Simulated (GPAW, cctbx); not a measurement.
# How far are the atoms of Rb2Pt from free atoms?

Question: by how much does bonding change the X-ray structure factors of Rb2Pt, and what does a routine refinement make of it?

The cell comes from substitution in a known structure type and wasn't matched to any measured phase. All numbers below are calculated.

## Step 1: Find the equilibrium geometry

The density hangs on the geometry, so cell and atoms are relaxed first, with the symmetry held. The cutoff is set higher than for the density because stress converges slowly with plane waves.

Settings: GPAW 26.7.0, PBE, 570 eV, 5×3×3 k-points (along the axes of the calculation cell), Fermi–Dirac width 0.1 eV, BFGS to 0.03 eV/Å.

```text
cell
1.0
     0.000000000    0.000000000    3.889000000
     6.034000000    0.000000000    0.000000000
     0.000000000    6.034000000    0.000000000
Pt Rb
1 2
Direct
0.000000000 0.000000000 0.000000000
0.500000000 0.500000000 0.000000000
0.500000000 0.000000000 0.500000000
```

```console
$ OMP_NUM_THREADS=1 mpirun -n 4 gpaw python run.py > gpaw.log
```

```text
BFGS:    0       -7.628228        0.495720
BFGS:    1       -7.635174        0.481818
BFGS:    2       -7.735512        0.281454
BFGS:    3       -7.750893        0.411976
BFGS:    4       -7.753391        0.395725
BFGS:    5       -7.789105        0.102262
BFGS:    6       -7.795280        0.041955
BFGS:    7       -7.795819        0.012563
cell  4.2401 5.4985 5.4985  90.00 90.00 90.00
volume 128.194 A^3, largest force 0.000 eV/A, largest stress 0.05 GPa
```

After 7 steps the volume has changed by -9.5 % and the energy by -0.168 eV; the largest stress left is 0.05 GPa. It took 74 s on 4 cores of Arm Neoverse N1 (shared host), peak memory 0.86 GiB.

Relaxed structure: P4/mmm (no. 123), a = 5.4985 Å, b = 5.4985 Å, c = 4.2401 Å, α = 90.00°, β = 90.00°, γ = 90.00°.

```
atom  mult.    x  y    z
 Pt1      1    0  0    0
 Rb1      2  1/2  0  1/2
```

## Step 2: The all-electron density

X-rays see the whole electron density, so the PAW density is rebuilt with its core regions. Subtracting spherical free atoms from the same code cancels the cores and leaves the deformation density Δρ, the part due to bonding.

Settings: PBE, 450 eV, 6×4×4 k-points (along the axes of the calculation cell), Fermi–Dirac width 0.1 eV; primitive cell of 3 atoms.

```console
$ OMP_NUM_THREADS=1 mpirun -n 4 gpaw python run.py > gpaw.log
```

```text
|iter:   1|       0s |   -8.871598 | -0.06 |       |
|iter:   2|       1s |   -8.636455 | -1.51 | -1.22 |
|iter:   3|       2s |   -7.800180 | -1.26 | -1.27 |
...
|iter:   9|       9s |   -7.753779c| -5.98 | -3.93 |
|iter:  10|      11s |   -7.753738c| -6.45 | -4.16c|
|iter:  11|      12s |   -7.753739c| -7.56c| -5.12c|
```

```text
grid (42, 54, 54)  electrons 152.000  moved by bonding 0.712 e
deformation density beyond 0.5 A of the nuclei: max 0.053, min -0.157 e/A^3
atom        x       y       z   Voronoi charge  moment
Pt1    0.0000  0.0000  0.0000     -0.571       0.00
Rb2    0.5000  0.5000  0.0000      0.286       0.00
Rb3    0.5000  0.0000  0.5000      0.286       0.00
mean inner potential of superposed free atoms 12.408 V
total magnetic moment 0.000 muB
```

Deformation density in a plane through the shortest contact of the Pt atom at the origin, in 0.01 e/Å³ (clipped at ±99); x from -1.6 to 5.1 Å, y from 2.4 down to -2.4 Å:

```text
 -1  -1  -1  -1  -1   0   1   2   2   3   4   3   3   1   0  -1
 -1   0   0   0   0   1   1   2   2   3   3   3   1   0  -1  -1
  0   1   2   2   2   1   1   1   1   1   1   1   0   0  -1  -1
  1   2   3   4   3   3   2   1   0   0   0   0   0  -1  -1   0
  1   3   3   5   3   1   3   2   0  -1  -1  -1  -1  -1  -1   0
  2   3   4  -4   .   0   3   2   0  -1  -1   .  -1   0   0   1
  2   4   3   .   .   0   4   3   1  -1   0   .   .   0   0   1
  2   3   2 -14   .   2   3   3   1   0   0   .  -1  -1  -1   1
  1   3   2   2   5   3   3   2   0  -1  -1   0  -1  -1  -1   0
  1   2   2   3   4   3   2   1   0  -1  -1   0   0   0   0   0
  1   1   1   2   2   2   1   0  -1  -1   0   0   1   1   1   1
  2   1   1   0   0   0   0  -1  -1   0   0   2   3   3   3   2
  3   1   0   0  -1  -1  -1  -1  -1   0   1   3   3   4   2   2
```

Atoms in or within 0.15 Å of the plane: Pt (0.0, 0.0), Rb (3.5, 0.0) Å. Dots mark points within about 0.45 Å of a nucleus; large values next to them are atomic features.

Pt gains most (-0.57 e) and Rb loses most (+0.29 e), as electronegativity suggests. Along the shortest contact from the Pt atom at the map's origin, Pt–Rb at 3.47 Å, Δρ is +0.02 e/Å³ at the midpoint and highest, +0.05, 0.81 Å from Pt (points within 0.5 Å of a nucleus left out): little piles up between the atoms. Point values carry grid noise of about 0.01 e/Å³. The run needed 11 iterations, 19 s.

## Step 3: Structure factors

The Fourier components of Δρ, added to those of the free atoms, give the static X-ray structure factors; the Mott–Bethe relation turns them into the Fourier components V of the potential that fast electrons feel.

```text
static structure factors of the conventional cell: F in electrons, V (Mott-Bethe) in volts
   h  k  l      d  |F| table  |F| free   |F| DFT   change   |V| free  |V| DFT  change %
   1  0  0  5.4985    74.727    74.668    75.256    0.588     3.601    2.966    -17.6
   0  0  1  4.2401     6.586     6.479     6.796    0.316     1.594    1.797     12.8
   1  1  0  3.8880     6.723     6.633     6.754    0.120     1.423    1.488      4.6
   1  0  1  3.3577    70.427    70.371    70.413    0.042     3.075    3.058     -0.6
   1  1  1  2.8656   129.454   129.414   129.400   -0.014     6.632    6.636      0.1
   2  0  0  2.7493   128.165   128.129   128.038   -0.091     6.451    6.476      0.4
   2  1  0  2.4590    66.011    65.973    65.856   -0.117     2.600    2.626      1.0
   2  0  1  2.3068     7.729     7.675     7.516   -0.158     0.699    0.669     -4.3
   2  1  1  2.1272    63.489    63.443    63.291   -0.152     2.355    2.380      1.0
   0  0  2  2.1200   118.938   118.908   118.768   -0.140     5.318    5.340      0.4
   1  0  2  1.9781    62.118    62.063    61.918   -0.145     2.230    2.250      0.9
   2  2  0  1.9440   115.468   115.428   115.300   -0.128     4.942    4.959      0.4
   1  1  2  1.8613     8.164     8.086     7.966   -0.120     0.506    0.491     -2.9
   3  0  0  1.8328    60.602    60.538    60.399   -0.139     2.097    2.114      0.8
```

The largest X-ray change is +0.59 e on 100, 0.8 % of |F|. For electrons V goes as (Z − F)/g², so a change of F counts against Z − F, which is small at low angle and wherever the atoms' terms cancel: |V| of 100 moves by -17.6 % (3.60 to 2.97 V) against +0.8 % in |F|. The last three rows change by 0.14 e or less, against 0.59 e at the top: the effect is concentrated at low angle. The tabulated Hartree–Fock atoms differ from the free DFT atoms by up to 0.11 e, so the choice of reference atom matters too.

## Step 4: Refining ordinary atoms against data with bonding

Routine crystallography fits spherical atoms. To see the bias, intensities are simulated from tabulated atoms plus the DFT change ΔF, so that bonding alone can misfit (4268 reflections of the full sphere, merged to the counts below, to 0.5 Å, 0.5 % proportional noise plus counting noise, assumed isotropic U as listed, Δρ smeared by the mean U) and refined with cctbx over different ranges.

```
                    range  data      R1  GooF  U Pt1 (true 0.0043)  U Rb1 (true 0.0058)  largest shift (Å)  Δρ max, min (e/Å³)
                 all data   359  0.0022  0.95               0.0043               0.0058             0.0000         0.17, -0.23
 low resolution, d > 0.84    91  0.0019  1.03               0.0042               0.0057             0.0000         0.08, -0.10
     high order, d < 0.75   234  0.0025  0.91               0.0043               0.0058             0.0000         0.14, -0.15
occupancies free, d > 0.7   146  0.0020  1.02               0.0043               0.0057             0.0000         0.10, -0.12
```

With all data GooF is 0.95, so at this noise the bonding hardly shows; the top residual peak, near noise level, lies 1.99 Å from Rb and 1.99 Å from Rb. No U is off by more than 3 s.u. at low resolution. Symmetry fixes every coordinate, so the shifts are zero by construction. With Pt1 held at 1 and the scale free, the other occupancies refine to Rb1 1.000(0.001), within three s.u. of full.

## Step 5: Answer

Bonding moves 0.71 e in the primitive cell of Rb2Pt and changes the structure factors of the conventional cell in the table above by at most 0.59 e (100, 0.8 %), and among reflections above 2 % of the strongest by up to 4.9 % (001). The shortest bond, Pt–Rb, has Δρ = +0.02 e/Å³ at its midpoint. With all data GooF is 0.95, so at this noise the bonding hardly shows. Limits: static density, frozen cores, no spin–orbit coupling.

[Outputs are excerpts: Python notices, other lines and further rows are left out; steps that failed or that the build refused (PBEsol, TPSS) are not shown.]

[Logs are printed without paths, hosts, clocks, repeated set-up lines and the standing remarks that a program may print on its own settings, such as how far it seeks lower states.]
